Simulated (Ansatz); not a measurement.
**Site preference of Si in place of C in amorphous carbon (123 atoms)**

Aim: make Si in place of C at several sites of amorphous carbon (123 atoms), relax each, and compare their energies.

Calculated with Ansatz 0.2.0; Kohn-Sham DFT, PBE, PAW (set soft_2), plane waves.

### 1. The structure

The cell holds 123 atoms: 123 C. Its edges and angles: a = 11.085 Å, b = 11.085 Å, c = 11.085 Å, α = 90.0°, β = 90.0°, γ = 90.0°. 123 atoms (123 C) placed at random at 1.8 g/cm³, melted at 6000 K for 10 ps at fixed volume with the LCBOP (Los and Fasolino, Phys. Rev. B 68, 024107 (2003)). Quenched from 5000 K to 300 K at 500 K/ps and fixed volume, held 5 ps, then minimised at fixed cell.

What the set-up can't give: The quench rate of 500 K/ps far exceeds what a furnace or splat quench reaches, so expect more defects and frozen-in strain than in a real sample. The starting topology of bonds comes from the classical model, and needn't be the one that DFT or experiment would give. Sampling is at Γ alone, for a cell whose shortest periodic width is 11 Å.

### 2. Single point at the start

A single point comes first, to see the forces before anything moves.

Contents of input.yaml:

```yaml
crystal:
  lattice:
    - [11.0851, 0.0, 0.0]
    - [0.0, 11.0851, 0.0]
    - [0.0, 0.0, 11.0851]
  atoms:
    - { symbol: C, position: [0.55182, 0.04648, 0.21995] }
    - { symbol: C, position: [0.65825, 0.63205, 0.05931] }
    - { symbol: C, position: [0.29273, 0.35904, 0.39607] }
    - { symbol: C, position: [0.20737, 0.05499, 0.98882] }
    - { symbol: C, position: [0.69144, 0.57623, 0.34724] }
    - { symbol: C, position: [0.0351, 0.96142, 0.46996] }
    - { symbol: C, position: [0.72268, 0.27955, 0.38558] }
    - { symbol: C, position: [0.31909, 0.47082, 0.32718] }
    - { symbol: C, position: [0.42096, 0.13121, 0.90334] }
    - { symbol: C, position: [0.85008, 0.50987, 0.5907] }
    - { symbol: C, position: [0.3081, 0.79701, 0.37642] }
    - { symbol: C, position: [0.56093, 0.76976, 0.34687] }
    - { symbol: C, position: [0.98794, 0.37056, 0.46753] }
    - { symbol: C, position: [0.65394, 0.73876, 0.87437] }
    - { symbol: C, position: [0.17956, 0.58212, 0.92404] }
    - { symbol: C, position: [0.8079, 0.93787, 0.96228] }
    - { symbol: C, position: [0.29469, 0.50486, 0.67702] }
    - { symbol: C, position: [0.11852, 0.98529, 0.5687] }
    - { symbol: C, position: [0.7632, 0.72279, 0.80695] }
    - { symbol: C, position: [0.25265, 0.05692, 0.77238] }
    - { symbol: C, position: [0.19833, 0.70544, 0.96577] }
    - { symbol: C, position: [0.11951, 0.51154, 0.28051] }
    - { symbol: C, position: [0.19566, 0.47881, 0.99598] }
    - { symbol: C, position: [0.15095, 0.9725, 0.78488] }
    - { symbol: C, position: [0.523, 0.58076, 0.74017] }
    - { symbol: C, position: [0.7418, 0.03723, 0.34843] }
    - { symbol: C, position: [0.93623, 0.01883, 0.22924] }
    - { symbol: C, position: [0.45586, 0.10244, 0.14107] }
    - { symbol: C, position: [0.67411, 0.16579, 0.65323] }
    - { symbol: C, position: [0.29924, 0.10737, 0.65804] }
    - { symbol: C, position: [0.00107, 0.33187, 0.34376] }
    - { symbol: C, position: [0.6115, 0.49511, 0.68445] }
    [... 85 atom lines left out ...]
    - { symbol: C, position: [0.97965, 0.79673, 0.2143] }
    - { symbol: C, position: [0.38976, 0.58627, 0.70747] }
    - { symbol: C, position: [0.79546, 0.01876, 0.47144] }
    - { symbol: C, position: [0.09823, 0.91369, 0.67798] }
    - { symbol: C, position: [0.26173, 0.69453, 0.30195] }
    - { symbol: C, position: [0.86645, 0.61488, 0.21573] }
kpoints:
  mp_grid: { grid: [1, 1, 1] }
hamiltonian:
  xc: pbe
scf:
  occupations: { method: gaussian, width: 0.05 }
output:
  forces: true
```

On the command line:

```
$ ansatz run input.yaml --threads 4 --pin off --max-ram 8192MiB --backend cpu --events-out ev --progress --plain --runs-dir out
```

Numbers of over 12 decimals in the logs are rounded to 6 here.

What it wrote:

```text
Engine: ansatz 0.2.0, aarch64-unknown-linux-gnu
Pseudopotentials: kind: paw
Pseudopotential: C, paw, valence charge 4, recommended cutoff 420 eV (normal), C.paw.azcp
[... 5 lines on functional and potentials left out ...]
Crystal: 123 atoms, lattice volume = 1362.131 Å³
Basis set: ecut = 420 eV, 26745 PW (Γ), exchange–correlation on 150×150×150 points (8 copies of the dense FFT grid, shifted against one another)
Bands: 369, of which v1, the nominal top of the filled ones, is band 246 counted from 1 (245 counted from 0)
Symmetry: 1 space group operations
Space group: P1 (ITA 1), of the structure as read, at distance tolerance 1.1e-4 Å
k-points: 1
[... 3 lines on functional and potentials left out ...]
Initial density: superposition of atomic densities (neutral atoms: chi_scale 0, normalization atom), corrected by the library's trained network
Initial wavefunctions: pseudopotential atomic-orbital guess
Functional: x = pbe(κ = 0.804, μ = 0.219515), c = pbe(β = 0.066725)
SCF iter   1: F=—  HF=-30751.948824 eV  |F-HF|=—  |Δ(HF+E_count)|=         —  Δρ=1.28e-2  dr2=3.79e0  ethr=1.77e-3  ⟨swp⟩=5.0  Hψ=1484  notcnv=0  defer=91
preconditioner: auto → LDOS  [insulator: Δε(μ)=0.075 eV  Ē_g=13.502 eV  σ=0.050 eV  W_gap=0.71  n_scr=256 (ndim 8)  ℏωp=22.3 eV  f_vac=0.161  D(μ)=25.57/eV (n_scr^D=146)  ε∞_Penn≈3.7  β→1.0]
SCF iter   2: F=—  HF=-30751.582789 eV  |F-HF|=—  |Δ(HF+E_count)|=   3.66e-1  Δρ=6.26e-3  dr2=8.20e-1  ethr=7.70e-4  ⟨swp⟩=3.0  Hψ=643  notcnv=0  defer=110
SCF iter   3: F=—  HF=-30751.465350 eV  |F-HF|=—  |Δ(HF+E_count)|=   1.17e-1  Δρ=1.90e-3  dr2=7.56e-2  ethr=1.67e-4  ⟨swp⟩=2.0  Hψ=459  notcnv=0  defer=26
automatic band count: iteration 3 solves 285 bands in place of 369: the levels show a gap, and the empty bands left out lie too high to hold charge; the band table lists the bands solved (type scf.n_extra_bands for more)
SCF iter   4: F=—  HF=-30751.456350 eV  |F-HF|=—  |Δ(HF+E_count)|=   9.00e-3  Δρ=6.87e-4  dr2=1.01e-2  ethr=1.54e-5  ⟨swp⟩=2.0  Hψ=489  notcnv=0  defer=26
SCF iter   5: F=—  HF=-30751.455277 eV  |F-HF|=—  |Δ(HF+E_count)|=   1.07e-3  Δρ=2.69e-4  dr2=1.50e-3  ethr=2.06e-6  ⟨swp⟩=2.0  Hψ=466  notcnv=0  defer=26
SCF iter   6: F=—  HF=-30751.455235 eV  |F-HF|=—  |Δ(HF+E_count)|=   4.18e-5  Δρ=1.36e-4  dr2=4.01e-4  ethr=3.05e-7  ⟨swp⟩=2.0  Hψ=382  notcnv=0  defer=26
SCF iter   7: F=—  HF=-30751.455268 eV  |F-HF|=—  |Δ(HF+E_count)|=   3.36e-5  Δρ=6.54e-5  dr2=8.31e-5  ethr=8.15e-8  ⟨swp⟩=2.0  Hψ=444  notcnv=0  defer=26
SCF iter   8: F=—  HF=-30751.453345 eV  |F-HF|=—  |Δ(HF+E_count)|=   1.92e-3  Δρ=3.41e-5  dr2=2.28e-5  ethr=1.69e-8  ⟨swp⟩=2.0  Hψ=471  notcnv=0  defer=26
SCF iter   9: F=—  HF=-30751.453344 eV  |F-HF|=—  |Δ(HF+E_count)|=   1.08e-6  Δρ=1.52e-5  dr2=4.58e-6  ethr=4.64e-9  ⟨swp⟩=2.0  Hψ=446  notcnv=0  defer=26
SCF iter  10: F=—  HF=-30751.453344 eV  |F-HF|=—  |Δ(HF+E_count)|=   1.79e-7  Δρ=7.24e-6  dr2=1.06e-6  ethr=9.32e-10  ⟨swp⟩=2.0  Hψ=382  notcnv=0  defer=26
SCF iter  11: F=—  HF=-30751.453343 eV  |F-HF|=—  |Δ(HF+E_count)|=   4.46e-8  Δρ=3.42e-6  dr2=2.53e-7  ethr=2.16e-10  ⟨swp⟩=2.0  Hψ=444  notcnv=0  defer=26
SCF iter  12: F=-30751.453343 eV  HF=-30751.453343 eV  |F-HF|=3.74e-8  |Δ(HF+E_count)|=   1.51e-9  Δρ=1.41e-6  dr2=4.88e-8  ethr=2.03e-11  ⟨swp⟩=4.0  Hψ=970  notcnv=0
SCF 1 converged in 12 iterations: F = -30751.453343 eV  dr2 = 4.88e-8
  greatest PAW one-centre occupation: 0.692 electrons in one spin orbital (limit 2), on the C atom at site 63 (counted from 0), in its partial waves of l = 0
SCF converged after 12 iterations
Free energy (F): -30751.453343 eV
Harris-Foulkes:  -30751.453343 eV  (|F-HF|=3.74e-8)
Internal energy: -30751.421201 eV  (E = F + TS)
E sigma→0 (E₀):  -30751.437272 eV
Entropy (-TS):   -0.032142 eV (-0.261 meV/atom)
Fermi energy:    4.446641 eV
--- Per-component energies (eV) ---
  E_band       = -1943.457359
  E_kinetic    = 10806.571654
  E_local      = -28123.333439  (includes V_loc(G=0)·N_el)
  E_nonlocal   = 3297.035559
  E_hartree    = 10007.344569
  E_xc         = -5784.482223
  E_vxc        = -7153.889080  (∫ρ·V_xc dr)
  E_paw        = -12177.197669  (= ΣΔE_a)
  E_vpaw       = -784.530033  (= ΣTr[D̂ρ^β])
  E_aug_tail   = 0.000848  (compensation charges beyond the density's cutoff)
  E_ewald      = -8777.360500
  E_smearing   = -0.032142  (= −TS)
  E_closure    = -0.000000  (closes the sum)
  Σ components = -30751.453343   (vs F -30751.453343, Δ=0.00e0)
--- Forces (eV/Å), atoms counted from 1 ---
  atom   1  C      1.02432068     1.32889066     1.87828729
  atom   2  C      0.85436528    -2.66237849    -0.94124695
  atom   3  C      1.37921602     0.11855021    -0.81990605
  atom   4  C      0.30941783    -1.04360524    -1.50050144
  atom   5  C     -0.73928563    -0.21178104     0.21761659
  atom   6  C      1.89687263    -0.36352850    -1.23245896
  atom   7  C      0.98217502     1.39295877     3.56065295
  atom   8  C     -0.91031746    -2.15415623     0.93305379
  atom   9  C     -0.50715138     0.25218997     0.57151273
  atom  10  C      0.45144657    -2.07548264     0.10701012
  atom  11  C      1.02578573     2.42512146    -0.27239833
  atom  12  C     -2.91284459    -0.19881665     3.23723739
  atom  13  C     -0.54690845     0.91444450    -1.08860118
  atom  14  C     -1.67806533    -1.31991857    -0.46862987
[...]
atom 122  C      0.49094591     1.56138718    -3.23561822
  atom 123  C     -0.61553049     0.57080426    -0.48758909
  max |Σ_I F_I| component: 6.14e-5 eV/Å
```

Wall time 15 s (4 threads of Arm Neoverse V1, shared host); peak memory 1.6 GiB; 55 s of CPU time.

The r.m.s. force at the start is 1.4 eV/Å.

### 3. Relaxation

With the cell held, the atoms are moved downhill towards a nearby minimum.

Contents of input.yaml:

```yaml
crystal:
  lattice:
    - [11.0851, 0.0, 0.0]
    - [0.0, 11.0851, 0.0]
    - [0.0, 0.0, 11.0851]
  atoms:
    [... the 123 atom lines of step 2 ...]
kpoints:
  mp_grid: { grid: [1, 1, 1] }
hamiltonian:
  xc: pbe
scf:
  occupations: { method: gaussian, width: 0.05 }
output:
  forces: true
relax:
  f_tol: 0.05
  max_steps: 120
```

What it wrote:

```text
[...]
Crystal: 123 atoms, lattice volume = 1362.131 Å³
Basis set: ecut = 420 eV, 26745 PW (Γ), exchange–correlation on 150×150×150 points (8 copies of the dense FFT grid, shifted against one another)
Bands: 369, of which v1, the nominal top of the filled ones, is band 246 counted from 1 (245 counted from 0)
Symmetry: 1 space group operations
[...]
k-points: 1
[...]
SCF iter   1: F=—  HF=-30751.948823 eV  |F-HF|=—  |Δ(HF+E_count)|=         —  Δρ=1.28e-2  dr2=3.79e0  ethr=1.77e-3  ⟨swp⟩=5.0  Hψ=1484  notcnv=0  defer=91
[...]
SCF iter   8: F=-30751.453329 eV  HF=-30751.453345 eV  |F-HF|=1.63e-5  |Δ(HF+E_count)|=   5.13e-6  Δρ=3.37e-5  dr2=2.23e-5  ethr=1.27e-8  ⟨swp⟩=3.0  Hψ=850  notcnv=0
SCF 1 converged in 8 iterations: F = -30751.453329 eV  dr2 = 2.23e-5
[...]
relax step   1: F+E_penalty+E_count = -30751.45332858 eV  Δ(F+E_penalty+E_count) = +0.000e0 eV  max|allowed force component| = 5.126e0 eV/Å  Δτ_max = 0.0000 Å  (8 SCF iters, dr2 threshold 6.25e-5 eV, accepted)
[...]
relax step   2: F+E_penalty+E_count = -30758.30148693 eV  Δ(F+E_penalty+E_count) = -6.848e0 eV  max|allowed force component| = 2.925e0 eV/Å  Δτ_max = 0.1998 Å  (10 SCF iters, dr2 threshold 1.00e-4 eV, accepted)
[...]
relax step   3: F+E_penalty+E_count = -30761.09590162 eV  Δ(F+E_penalty+E_count) = -2.794e0 eV  max|allowed force component| = 1.221e0 eV/Å  Δτ_max = 0.1947 Å  (10 SCF iters, dr2 threshold 1.00e-4 eV, accepted)
relax step   4: F+E_penalty+E_count = -30761.16659908 eV  Δ(F+E_penalty+E_count) = -7.070e-2 eV  max|allowed force component| = 1.774e0 eV/Å  Δτ_max = 0.2000 Å  (9 SCF iters, dr2 threshold 1.00e-4 eV, accepted)
relax step   5: F+E_penalty+E_count = -30762.01475020 eV  Δ(F+E_penalty+E_count) = -8.482e-1 eV  max|allowed force component| = 5.267e-1 eV/Å  Δτ_max = 0.0751 Å  (8 SCF iters, dr2 threshold 1.00e-4 eV, accepted)
relax step   6: F+E_penalty+E_count = -30762.14531040 eV  Δ(F+E_penalty+E_count) = -1.306e-1 eV  max|allowed force component| = 6.866e-1 eV/Å  Δτ_max = 0.0439 Å  (8 SCF iters, dr2 threshold 2.45e-5 eV, accepted)
relax step   7: F+E_penalty+E_count = -30762.84713346 eV  Δ(F+E_penalty+E_count) = -7.018e-1 eV  max|allowed force component| = 1.675e0 eV/Å  Δτ_max = 0.1951 Å  (9 SCF iters, dr2 threshold 4.16e-5 eV, accepted)
relax step   8: F+E_penalty+E_count = -30763.42782062 eV  Δ(F+E_penalty+E_count) = -5.807e-1 eV  max|allowed force component| = 1.777e0 eV/Å  Δτ_max = 0.1944 Å  (8 SCF iters, dr2 threshold 1.00e-4 eV, accepted)
relax step   9: F+E_penalty+E_count = -30763.91278345 eV  Δ(F+E_penalty+E_count) = -4.850e-1 eV  max|allowed force component| = 1.105e0 eV/Å  Δτ_max = 0.0857 Å  (6 SCF iters, dr2 threshold 1.00e-4 eV, accepted)
relax step  10: F+E_penalty+E_count = -30764.45783954 eV  Δ(F+E_penalty+E_count) = -5.451e-1 eV  max|allowed force component| = 1.496e0 eV/Å  Δτ_max = 0.1947 Å  (6 SCF iters, dr2 threshold 1.00e-4 eV, accepted)
relax step  11: F+E_penalty+E_count = -30765.21007449 eV  Δ(F+E_penalty+E_count) = -7.522e-1 eV  max|allowed force component| = 1.883e0 eV/Å  Δτ_max = 0.1941 Å  (7 SCF iters, dr2 threshold 1.00e-4 eV, accepted)
relax step  12: F+E_penalty+E_count = -30766.18682458 eV  Δ(F+E_penalty+E_count) = -9.768e-1 eV  max|allowed force component| = 2.363e0 eV/Å  Δτ_max = 0.1975 Å  (8 SCF iters, dr2 threshold 1.00e-4 eV, accepted)
relax step  13: F+E_penalty+E_count = -30767.16866824 eV  Δ(F+E_penalty+E_count) = -9.818e-1 eV  max|allowed force component| = 3.017e0 eV/Å  Δτ_max = 0.1938 Å  (7 SCF iters, dr2 threshold 1.00e-4 eV, accepted)
relax step  14: F+E_penalty+E_count = -30768.04286786 eV  Δ(F+E_penalty+E_count) = -8.742e-1 eV  max|allowed force component| = 3.382e0 eV/Å  Δτ_max = 0.1950 Å  (7 SCF iters, dr2 threshold 1.00e-4 eV, accepted)
relax step  15: F+E_penalty+E_count = -30768.67873446 eV  Δ(F+E_penalty+E_count) = -6.359e-1 eV  max|allowed force component| = 1.001e0 eV/Å  Δτ_max = 0.1970 Å  (10 SCF iters, dr2 threshold 1.00e-4 eV, accepted)
relax step  16: F+E_penalty+E_count = -30768.94848660 eV  Δ(F+E_penalty+E_count) = -2.698e-1 eV  max|allowed force component| = 9.642e-1 eV/Å  Δτ_max = 0.0688 Å  (9 SCF iters, dr2 threshold 8.79e-5 eV, accepted)
relax step  17: F+E_penalty+E_count = -30769.09369034 eV  Δ(F+E_penalty+E_count) = -1.452e-1 eV  max|allowed force component| = 1.511e0 eV/Å  Δτ_max = 0.1152 Å  (8 SCF iters, dr2 threshold 8.15e-5 eV, accepted)
relax step  18: F+E_penalty+E_count = -30769.25201043 eV  Δ(F+E_penalty+E_count) = -1.583e-1 eV  max|allowed force component| = 6.175e-1 eV/Å  Δτ_max = 0.0560 Å  (6 SCF iters, dr2 threshold 1.00e-4 eV, accepted)
relax step  19: F+E_penalty+E_count = -30769.37085429 eV  Δ(F+E_penalty+E_count) = -1.188e-1 eV  max|allowed force component| = 5.172e-1 eV/Å  Δτ_max = 0.0728 Å  (8 SCF iters, dr2 threshold 6.37e-5 eV, accepted)
relax step  20: F+E_penalty+E_count = -30769.45447871 eV  Δ(F+E_penalty+E_count) = -8.362e-2 eV  max|allowed force component| = 4.032e-1 eV/Å  Δτ_max = 0.0388 Å  (7 SCF iters, dr2 threshold 4.47e-5 eV, accepted)
relax step  21: F+E_penalty+E_count = -30769.58090957 eV  Δ(F+E_penalty+E_count) = -1.264e-1 eV  max|allowed force component| = 5.423e-1 eV/Å  Δτ_max = 0.1020 Å  (7 SCF iters, dr2 threshold 9.88e-5 eV, accepted)
relax step  22: F+E_penalty+E_count = -30769.71651793 eV  Δ(F+E_penalty+E_count) = -1.356e-1 eV  max|allowed force component| = 3.023e0 eV/Å  Δτ_max = 0.1809 Å  (8 SCF iters, dr2 threshold 1.00e-4 eV, accepted)
relax step  23: F+E_penalty+E_count = -30770.16261094 eV  Δ(F+E_penalty+E_count) = -4.461e-1 eV  max|allowed force component| = 3.865e0 eV/Å  Δτ_max = 0.1532 Å  (8 SCF iters, dr2 threshold 1.00e-4 eV, accepted)
relax step  24: F+E_penalty+E_count = -30770.94519309 eV  Δ(F+E_penalty+E_count) = -7.826e-1 eV  max|allowed force component| = 1.421e0 eV/Å  Δτ_max = 0.1952 Å  (8 SCF iters, dr2 threshold 1.00e-4 eV, accepted)
relax step  25: F+E_penalty+E_count = -30771.00016508 eV  Δ(F+E_penalty+E_count) = -5.497e-2 eV  max|allowed force component| = 3.831e0 eV/Å  Δτ_max = 0.1579 Å  (8 SCF iters, dr2 threshold 1.00e-4 eV, accepted)
relax step  26: F+E_penalty+E_count = -30771.31818152 eV  Δ(F+E_penalty+E_count) = -3.180e-1 eV  max|allowed force component| = 1.374e0 eV/Å  Δτ_max = 0.0765 Å  (7 SCF iters, dr2 threshold 1.00e-4 eV, accepted)
relax step  27: F+E_penalty+E_count = -30771.41018574 eV  Δ(F+E_penalty+E_count) = -9.200e-2 eV  max|allowed force component| = 9.566e-1 eV/Å  Δτ_max = 0.2000 Å  (8 SCF iters, dr2 threshold 1.00e-4 eV, accepted)
relax step  28: F+E_penalty+E_count = -30771.53976246 eV  Δ(F+E_penalty+E_count) = -1.296e-1 eV  max|allowed force component| = 4.462e-1 eV/Å  Δτ_max = 0.0447 Å  (7 SCF iters, dr2 threshold 1.00e-4 eV, accepted)
relax step  29: F+E_penalty+E_count = -30771.55575526 eV  Δ(F+E_penalty+E_count) = -1.599e-2 eV  max|allowed force component| = 2.191e-1 eV/Å  Δτ_max = 0.0236 Å  (5 SCF iters, dr2 threshold 4.33e-5 eV, accepted)
relax step  30: F+E_penalty+E_count = -30771.56387744 eV  Δ(F+E_penalty+E_count) = -8.122e-3 eV  max|allowed force component| = 1.096e-1 eV/Å  Δτ_max = 0.0186 Å  (6 SCF iters, dr2 threshold 1.04e-5 eV, accepted)
relax step  31: F+E_penalty+E_count = -30771.56860522 eV  Δ(F+E_penalty+E_count) = -4.728e-3 eV  max|allowed force component| = 8.198e-2 eV/Å  Δτ_max = 0.0202 Å  (8 SCF iters, dr2 threshold 2.90e-6 eV, accepted)
relax step  32: F+E_penalty+E_count = -30771.57042256 eV  Δ(F+E_penalty+E_count) = -1.817e-3 eV  max|allowed force component| = 5.161e-2 eV/Å  Δτ_max = 0.0080 Å  (9 SCF iters, accepted)
[...]
relax step  33: F+E_penalty+E_count = -30771.57139125 eV  Δ(F+E_penalty+E_count) = -9.687e-4 eV  max|allowed force component| = 4.778e-2 eV/Å  Δτ_max = 0.0062 Å  (8 SCF iters, accepted)
SCF converged after 8 iterations
Free energy (F): -30771.571391 eV
[...]
Internal energy: -30771.571391 eV  (E = F + TS)
E sigma→0 (E₀):  -30771.571391 eV
Entropy (-TS):   -0.000000 eV (-0.000 meV/atom)
Fermi energy:    4.642131 eV
[...]
--- Forces (eV/Å), atoms counted from 1 ---
  atom   1  C     -0.00025317     0.00047573    -0.00049287
  atom   2  C      0.00074643    -0.00384654     0.00181485
  atom   3  C     -0.00403477     0.00183785    -0.00453574
  atom   4  C      0.00109170     0.00259013     0.00310633
  atom   5  C      0.00088665    -0.00499894    -0.01277152
  atom   6  C      0.00424850     0.00350416     0.00659816
  atom   7  C      0.00848035    -0.01542561     0.00019567
  atom   8  C      0.00031942    -0.00391901    -0.00059706
  atom   9  C      0.00355771    -0.00051927    -0.00178008
  atom  10  C      0.00223332    -0.00034088    -0.00201450
  atom  11  C     -0.00342290     0.00078922    -0.00211498
  atom  12  C     -0.00568177    -0.00283315     0.00262582
  atom  13  C     -0.00024744     0.00138193    -0.00332946
  atom  14  C      0.00214206    -0.00167420    -0.00299553
[...]
atom 122  C      0.00109588     0.00279796     0.00095060
  atom 123  C      0.00930642    -0.00950604    -0.00515506
  max |Σ_I F_I| component: 2.02e-4 eV/Å
--- Relaxed structure (33 steps of the walk, 33 accepted, 0 SCFs on fresh bases) ---
  F+E_penalty+E_count = -30771.57139125 eV   max|allowed force component| = 4.778e-2 eV/Å
  atoms:
    - { symbol: C, position: [0.555556, 0.060948, 0.223101] }
    - { symbol: C, position: [0.648143, 0.616775, 0.057057] }
    - { symbol: C, position: [0.286047, 0.353082, 0.386804] }
    - { symbol: C, position: [0.210717, 0.061725, 0.980039] }
[...]
- { symbol: C, position: [0.861994, 0.618721, 0.209171] }
```

Elapsed: 5.8 min, on 4 threads; peak memory 1.6 GiB; 22 min of CPU time.

The relaxation converged after 33 steps, 20.1 eV below its start, with a largest force component of 0.048 eV/Å.

(Continued in part 2 of 3.)

[Logs are printed without paths, hosts, clocks, repeated set-up lines and the standing remarks that a program may print on its own settings, such as how far it seeks lower states.]

[Hosts, paths, dates, database ids (printed as entryN), source tags and the programs' standing remarks are cut or masked in the printed files.]
